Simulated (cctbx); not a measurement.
**A crystallographic session in cctbx: Ca2BeReS6**

Library: cctbx 2025.11. The data are simulated by the first script.

## 1. Simulate the data

run.py:

```python
from cctbx import adptbx, crystal, miller, sgtbx, xray
from cctbx.array_family import flex
from iotbx.shelx import hklf
from scitbx import matrix
import scitbx.random

cs = crystal.symmetry(unit_cell=(6.374, 6.668, 11.0914, 90, 123.6416, 90), space_group_symbol='Hall: -P 2ybc')  # P2_1/c
atoms = [  # label, site, U (iso, or U11 U22 U33 U12 U13 U23 in A^2), occupancy
    ("Re1", (0, 0, 0), (0.0030, 0.0030, 0.0031, -0.0003, 0.0016, -0.0003), 1),
    ("Ca1", (0.2387, 0.554, 0.2503), (0.0034, 0.0037, 0.0042, -0.0002, 0.0021, 0.0002), 1),
    ("S1", (0.3438, 0.9591, 0.248), (0.0073, 0.0056, 0.0073, 0.0003, 0.0040, 0.0005), 1),
    ("S2", (0.7579, 0.8078, 0.0486), (0.0052, 0.0041, 0.0055, -0.0005, 0.0030, -0.0002), 1),
    ("S3", (0.8661, 0.285, 0.0463), (0.0060, 0.0046, 0.0054, -0.0009, 0.0034, -0.0008), 1),
    ("Be1", (0.5, 0, 0.5), (0.0077, 0.0075, 0.0075, 0.0002, 0.0041, 0.0000), 1),
]
xs = xray.structure(crystal_symmetry=cs)
for label, site, u, occ in atoms:
    u = adptbx.u_cif_as_u_star(cs.unit_cell(), u) if isinstance(u, tuple) else u
    xs.add_scatterer(xray.scatterer(label, site=site, u=u, occupancy=occ))
xs.set_inelastic_form_factors(1.54184, "sasaki")
xs.show_summary()
p1 = xs.expand_to_p1()
ms = miller.build_set(p1, anomalous_flag=True, d_min=0.83)
flex.set_random_seed(495522)
scitbx.random.set_random_seed(495522)
ms = ms.select(flex.random_double(ms.size()) < 0.95)
i = ms.structure_factors_from_scatterers(p1, algorithm="direct").f_calc().as_intensity_array().data()
i = i / flex.sqrt(1 + 0.3 * i / flex.max(i))  # extinction
i = i * 40000 / flex.max(i)
sig = flex.sqrt(i + flex.pow2(0.04 * i) + 15 ** 2)
noise = scitbx.random.variate(scitbx.random.normal_distribution())(i.size())
data = ms.array(data=i + sig * noise, sigmas=sig).set_observation_type_xray_intensity()
with open("data.hkl", "w") as f:
    data.export_as_shelx_hklf(f)
print("reflections written:", data.size(), " <I/sigma> = %.1f" % flex.mean(data.data() / data.sigmas()))
for h, a, b in list(data.sort("data"))[:12]:
    print("%4d%4d%4d %9.1f %7.1f" % (h + (a, b)))
```

```console
$ python run.py
```

```text
Number of scatterers: 6
At special positions: 2
Unit cell: (6.374, 6.668, 11.0914, 90, 123.642, 90)
Space group: P 1 21/c 1 (No. 14)
reflections written: 2734  <I/sigma> = 16.7
   0   0  -4   41437.4  1612.5
   0   0   4   38326.8  1612.5
  -2   2   2   34914.2  1377.4
   2  -2  -2   34174.2  1377.4
   2   2  -2   33726.5  1377.4
  -2  -2   2   32413.2  1377.4
  -1   0  -2   30404.1  1209.1
   1   0   2   28236.3  1209.1
  -3  -1   5   23295.5   926.3
   3   1  -5   21762.7   926.3
   3  -1  -5   21736.6   926.3
  -2   2   6   21273.9   849.4
```

Run time: 0.35 s on 1 thread of Arm Neoverse V1, on a shared host, peak memory 0.07 GiB.

## 2. Symmetry

run.py:

```python
from cctbx import crystal, sgtbx, statistics
from cctbx.array_family import flex
from iotbx.shelx import hklf

p1 = crystal.symmetry(unit_cell=(6.374, 6.668, 11.0914, 90, 123.6416, 90), space_group_symbol="P 1")
raw = hklf.reader(file_name="data.hkl").as_miller_arrays(crystal_symmetry=p1, anomalous=True)[0]
print(raw.size(), "reflections to d = %.3f A" % raw.d_min())
isig = raw.data() / raw.sigmas()
print("centring   violations  <I/sigma> of those")
best = "P"
for c in "ABCIRF":
    a = raw.customized_copy(space_group_info=sgtbx.space_group_info("Hall: %s 1" % c)).sys_absent_flags().data()
    m = flex.mean(isig.select(a))
    print("%5s %10d of %5d %8.1f" % (c, (isig.select(a) > 4).count(True), a.count(True), m))
    if (isig.select(a) > 4).count(True) < 0.01 * a.count(True):
        best = c
raw = raw.select(~raw.customized_copy(space_group_info=sgtbx.space_group_info("Hall: %s 1" % best)).sys_absent_flags().data())
isig = raw.data() / raw.sigmas()
rows = []
for s in sgtbx.space_group_symbol_iterator():
    g = sgtbx.space_group(s)
    if g.conventional_centring_type_symbol() != best or not g.is_compatible_unit_cell(p1.unit_cell(), 1e-3, 0.02):
        continue
    rows.append((s, g))
print("Laue class    unique    Rint  (classes that these axes allow; Friedel mates merged)")
rint = {}
for s, g in rows:
    laue = g.build_derived_patterson_group()
    key = laue.type().hall_symbol()
    if key not in rint:
        m = raw.customized_copy(space_group_info=laue.info(), anomalous_flag=False).merge_equivalents()
        rint[key] = m.r_int()
        print("%-14s %6d %7.3f" % (laue.type().lookup_symbol(), m.array().size(), m.r_int()))
floor = min(rint.values())
good = [(s, g) for s, g in rows if rint[g.build_derived_patterson_group().type().hall_symbol()] < 2 * floor + 0.03]
top = max(g.build_derived_patterson_group().order_z() for s, g in good)
print("space group    extra absences  I>4sigma  <I/sigma>")
for s, g in good:
    laue = g.build_derived_patterson_group()
    if laue.order_z() != top:
        continue
    a = raw.customized_copy(space_group_info=g.info()).sys_absent_flags().data()
    a &= ~raw.customized_copy(space_group_info=laue.info()).sys_absent_flags().data()
    bad = (isig.select(a) > 4).count(True)
    if bad <= 0.03 * a.count(True):
        print("%-16s %8d %10d %9s  %s" % (s.universal_hermann_mauguin(), a.count(True), bad, "%.1f" % flex.mean(isig.select(a)) if a.count(True) else "-", "centric" if g.is_centric() else "acentric"))
laue = max(good, key=lambda t: t[1].build_derived_patterson_group().order_z())[1].build_derived_patterson_group()
f = raw.customized_copy(space_group_info=laue.info(), anomalous_flag=False).merge_equivalents().array().eliminate_sys_absent().f_sq_as_f()
f.set_observation_type_xray_amplitude()
bins = max(3, min(8, f.size() // 12))
f.setup_binner(n_bins=bins)
w = statistics.wilson_plot(f, {e: n / laue.order_z() for e, n in {'Re': 2.0, 'Ca': 4.0, 'S': 12.0, 'Be': 2.0}.items()}, e_statistics=True)
print("Wilson B = %.2f A^2   <|E^2-1|> = %.3f (0.968 centric, 0.736 acentric)   E^2>4: %.1f %%" % (w.wilson_b, w.mean_e_sq_minus_1, w.percent_e_sq_gt_2))
print("shell (A)         n   <I/sigma>")
m = raw.customized_copy(space_group_info=laue.info(), anomalous_flag=False).merge_equivalents().array().eliminate_sys_absent()
for b in m.setup_binner(n_bins=bins).range_used():
    sel = m.binner().selection(b)
    print("%5.2f - %4.2f %6d %8.1f" % (min(m.binner().bin_d_range(b)[0] if m.binner().bin_d_range(b)[0] > 0 else 99, 99), m.binner().bin_d_range(b)[1], sel.count(True), flex.mean((m.data() / m.sigmas()).select(sel))))
```

```console
$ python run.py
```

```text
2734 reflections to d = 0.830 A
centring   violations  <I/sigma> of those
    A        941 of  1370     11.2
    B       1184 of  1356     17.8
    C       1083 of  1348     15.7
    I       1148 of  1368     16.6
    R       1520 of  1828     16.6
    F       1604 of  2037     14.9
Laue class    unique    Rint  (classes that these axes allow; Friedel mates merged)
P -1             1431   0.025
P 1 2/m 1         788   0.030
space group    extra absences  I>4sigma  <I/sigma>
P 1 2 1                 0          0         -  acentric
P 1 21 1                8          0       0.1  acentric
P 1 m 1                 0          0         -  acentric
P 1 c 1               132          0       0.1  acentric
P 1 2/m 1               0          0         -  centric
P 1 21/m 1              8          0       0.1  centric
P 1 2/c 1             132          0       0.1  centric
P 1 21/c 1            140          0       0.1  centric
Wilson B = 0.51 A^2   <|E^2-1|> = 0.829 (0.968 centric, 0.736 acentric)   E^2>4: 1.7 %
shell (A)         n   <I/sigma>
 9.23 - 1.66    108     26.3
 1.66 - 1.32     96     29.9
 1.32 - 1.15     99     29.0
 1.15 - 1.05     99     29.3
 1.05 - 0.97     99     27.4
 0.97 - 0.91     93     27.6
 0.91 - 0.87    100     31.5
 0.87 - 0.83     94     21.9
```

Time: 0.38 s.

## 3. Patterson map

run.py:

```python
from cctbx import crystal, maptbx
from iotbx.shelx import hklf

cs = crystal.symmetry(unit_cell=(6.374, 6.668, 11.0914, 90, 123.6416, 90), space_group_symbol='Hall: -P 2ybc')  # P2_1/c
raw = hklf.reader(file_name="data.hkl").as_miller_arrays(crystal_symmetry=cs, anomalous=True)[0]
merged = raw.eliminate_sys_absent().merge_equivalents()
fo2 = merged.array().set_observation_type_xray_intensity()
f = fo2.average_bijvoet_mates().f_sq_as_f()
pm = f.patterson_map(symmetry_flags=maptbx.use_space_group_symmetry, sharpening=False, resolution_factor=0.25)
peaks = pm.peak_search(parameters=maptbx.peak_search_parameters(min_distance_sym_equiv=0.4, max_clusters=14)).all()
top = peaks.heights()[0]
print("Patterson group", f.patterson_symmetry().space_group_info())
print("      u       v       w   height  length (A)")
for x, h in zip(peaks.sites(), peaks.heights()):
    y = [t - round(t) for t in x]
    print("%7.3f %7.3f %7.3f %8.1f %8.2f" % (x + (1000 * h / top, cs.unit_cell().length(y))))
```

```console
$ python run.py
```

```text
Patterson group P 1 2/m 1
      u       v       w   height  length (A)
  0.000   0.000   0.000   1000.0     0.00
  0.000   0.500   0.500    770.1     6.47
  0.340   0.500   0.746    176.6     5.52
  0.339   0.000   0.245    175.0     2.36
  0.244   0.000   0.753    169.9     3.82
  0.244   0.500   0.253    168.3     4.07
  0.133   0.282   0.956    126.8     2.22
  0.133   0.215   0.456    124.9     4.86
  0.243   0.313   0.453    117.8     4.83
  0.242   0.187   0.953    117.8     2.26
  0.500   0.500   0.000    113.9     4.61
  0.095   0.439   0.990     46.2     3.00
  0.441   0.500   0.515     39.1     8.04
  0.098   0.000   0.487     37.8     5.08
```

Time: 0.42 s.

## 4. Charge flipping

run.py:

```python
import itertools
from cctbx import crystal, maptbx
from cctbx.array_family import flex
from iotbx.shelx import hklf
from smtbx.ab_initio import charge_flipping as cf

cs = crystal.symmetry(unit_cell=(6.374, 6.668, 11.0914, 90, 123.6416, 90), space_group_symbol='Hall: -P 2ybc')  # P2_1/c
raw = hklf.reader(file_name="data.hkl").as_miller_arrays(crystal_symmetry=cs, anomalous=True)[0]
merged = raw.eliminate_sys_absent().merge_equivalents()
fo2 = merged.array().set_observation_type_xray_intensity()
f = fo2.average_bijvoet_mates().f_sq_as_f().resolution_filter(d_min=0.83)
p1 = f.expand_to_p1()
work = p1
flex.set_random_seed(28523)
it = cf.weak_reflection_improved_iterator(delta=None, weak_reflection_fraction=0.2)
it.start(work, phases=flex.random_double(p1.size()) * 6.2832, f_000=0)
it.delta = 1.2 * it.rho_map.sigma()
print("cycle      R  skewness")
for n, st in enumerate(itertools.islice(it, 200)):
    if n % 16 == 0:
        print("%5d %6.3f %8.2f" % (n, st.r1_factor(), st.rho_map.skewness()))
rho = p1.phase_transfer(it.f_calc).fft_map().apply_volume_scaling()
polish = cf.low_density_elimination_iterator(constant_rho_c=rho.sigma())
polish.start(f_obs=p1, phases=it.f_calc, f_000=0)
for _ in range(8):
    next(polish)
print("origin shift          correlation  skewness")
maps = []
for fc, shift, cc in itertools.islice(cf.f_calc_symmetrisations(f, polish.f_calc, 0), 4):
    m = f.phase_transfer(fc).fft_map(symmetry_flags=maptbx.use_space_group_symmetry, resolution_factor=0.25).apply_sigma_scaling()
    maps.append((m.skewness(), cc, m))
    print("%6.3f %6.3f %6.3f %10.3f %9.2f" % (tuple(shift) + (cc, m.skewness())))
skew, cc, m = max((t for t in maps if t[1] > maps[0][1] - 0.04), key=lambda t: t[0])
print("taken: symmetry correlation %.3f, skewness %.2f" % (cc, skew))
peaks = m.peak_search(parameters=maptbx.peak_search_parameters(min_distance_sym_equiv=0.9, max_clusters=11)).all()
sps = cs.special_position_settings(min_distance_sym_equiv=0.5)
print("peak      x       y       z  mult  height/sigma")
for k, (x, h) in enumerate(zip(peaks.sites(), peaks.heights())):
    ss = sps.site_symmetry(x)
    print("Q%-3d %7.4f %7.4f %7.4f %4d %8.1f" % ((k + 1,) + tuple(t % 1 for t in ss.exact_site()) + (ss.multiplicity(), h)))
```

```console
$ python run.py
```

```text
cycle      R  skewness
    0  0.529     0.28
   16  0.452     3.29
   32  0.433     3.96
   48  0.409     5.71
   64  0.359     6.24
   80  0.377     6.24
   96  0.367     6.21
  112  0.374     6.13
  128  0.362     6.15
  144  0.376     6.00
  160  0.369     6.08
  176  0.355     6.24
  192  0.373     6.30
origin shift          correlation  skewness
 0.259  0.424  0.293      0.748      1.93
 0.145  0.428  0.426      0.743      1.52
 0.241  0.425 -0.002      0.729      1.34
 0.376  0.425  0.168      0.718      1.05
taken: symmetry correlation 0.748, skewness 1.93
peak      x       y       z  mult  height/sigma
Q1    0.2904  0.9981  0.8508    4     11.6
Q2    0.5025  0.0042  0.4396    4      5.9
Q3    0.1009  0.1290  0.5416    4      4.1
Q4    0.2285  0.0006  0.6128    4      4.1
Q5    0.3345  0.7070  0.4679    4      3.9
Q6    0.1596  0.9886  0.2133    4      3.5
Q7    0.1179  0.6311  0.0398    4      3.4
Q8    0.0854  0.2616  0.3006    4      3.4
Q9    0.0090  0.9998  0.3616    4      3.2
Q10   0.1142  0.0584  0.1024    4      3.1
Q11   0.2503  0.6985  0.1205    4      3.1
```

Time: 0.48 s.

## 5. Charge flipping

run.py, as its changes from the last script of this kind:

```diff
@@ -13,2 +13,3 @@
-work = p1
-flex.set_random_seed(28523)
+p1.setup_binner_counting_sorted(reflections_per_bin=max(40, p1.size() // 12))
+work = p1.array(data=p1.data() / p1.amplitude_quasi_normalisations().data())
+flex.set_random_seed(28524)
@@ -19,2 +20,2 @@
-for n, st in enumerate(itertools.islice(it, 200)):
-    if n % 16 == 0:
+for n, st in enumerate(itertools.islice(it, 400)):
+    if n % 33 == 0:
```

```console
$ python run.py
```

```text
cycle      R  skewness
    0  0.551     0.24
   33  0.510     3.12
   66  0.486     3.77
   99  0.499     3.84
  132  0.482     4.34
  165  0.498     3.72
  198  0.494     3.73
  231  0.503     3.58
  264  0.497     4.12
  297  0.484     4.35
  330  0.495     4.02
  363  0.493     4.02
  396  0.487     3.97
origin shift          correlation  skewness
 0.220  0.319  0.423      0.794      1.42
 0.092  0.322  0.050      0.791      1.59
 0.345  0.321  0.304      0.779      1.44
 0.399  0.319  0.048      0.766      1.40
taken: symmetry correlation 0.791, skewness 1.59
peak      x       y       z  mult  height/sigma
Q1    0.3679  0.5145  0.1191    4      9.0
Q2    0.1437  0.9977  0.8527    4      8.7
Q3    0.2856  0.2071  0.3228    4      4.7
Q4    0.0306  0.5140  0.8694    4      4.5
Q5    0.3100  0.7246  0.8312    4      3.4
Q6    0.2791  0.0184  0.6994    4      3.3
Q7    0.4111  0.0894  0.2949    4      3.3
Q8    0.0318  0.7028  0.2923    4      3.2
Q9    0.0895  0.0057  0.1959    4      3.1
Q10   0.0378  0.7448  0.1128    4      3.1
Q11   0.2640  0.9980  0.1589    4      3.1
```

Time: 0.53 s.

## 6. Charge flipping

run.py, as its changes from the last script of this kind:

```diff
@@ -13,3 +13,2 @@
-p1.setup_binner_counting_sorted(reflections_per_bin=max(40, p1.size() // 12))
-work = p1.array(data=p1.data() / p1.amplitude_quasi_normalisations().data())
-flex.set_random_seed(28524)
+work = p1
+flex.set_random_seed(28525)
@@ -20,2 +19,2 @@
-for n, st in enumerate(itertools.islice(it, 400)):
-    if n % 33 == 0:
+for n, st in enumerate(itertools.islice(it, 600)):
+    if n % 50 == 0:
```

```console
$ python run.py
```

```text
cycle      R  skewness
    0  0.530     0.29
   50  0.379     6.05
  100  0.392     6.08
  150  0.390     5.68
  200  0.395     6.00
  250  0.387     5.90
  300  0.374     5.74
  350  0.379     5.86
  400  0.391     5.71
  450  0.380     5.95
  500  0.378     6.01
  550  0.383     6.15
origin shift          correlation  skewness
 0.036  0.199  0.387      0.757      1.53
 0.404  0.195  0.020      0.754      2.40
 0.149  0.192  0.263      0.749      1.22
 0.288  0.173  0.427      0.747      1.49
taken: symmetry correlation 0.754, skewness 2.40
peak      x       y       z  mult  height/sigma
Q1    0.3063  0.9952  0.2848    4     12.8
Q2    0.4766  0.1914  0.7645    4      6.8
Q3    0.4615  0.6989  0.2641    4      5.2
Q4    0.2935  0.1996  0.0920    4      4.2
Q5    0.0419  0.5205  0.4574    4      4.2
Q6    0.4176  0.0208  0.9572    4      3.9
Q7    0.2135  0.5148  0.1909    4      3.5
Q8    0.2048  0.5253  0.3440    4      3.1
Q9    0.2008  0.1642  0.5282    4      2.9
Q10   0.4394  0.5343  0.0154    4      2.9
Q11   0.3170  0.0761  0.4816    4      2.6
```

Run time: 0.66 s on 1 thread of Arm Neoverse V1, on a shared host, peak memory 0.08 GiB.

[Logs are printed without paths, hosts, clocks, repeated set-up lines and the standing remarks that a program may print on its own settings, such as how far it seeks lower states.]
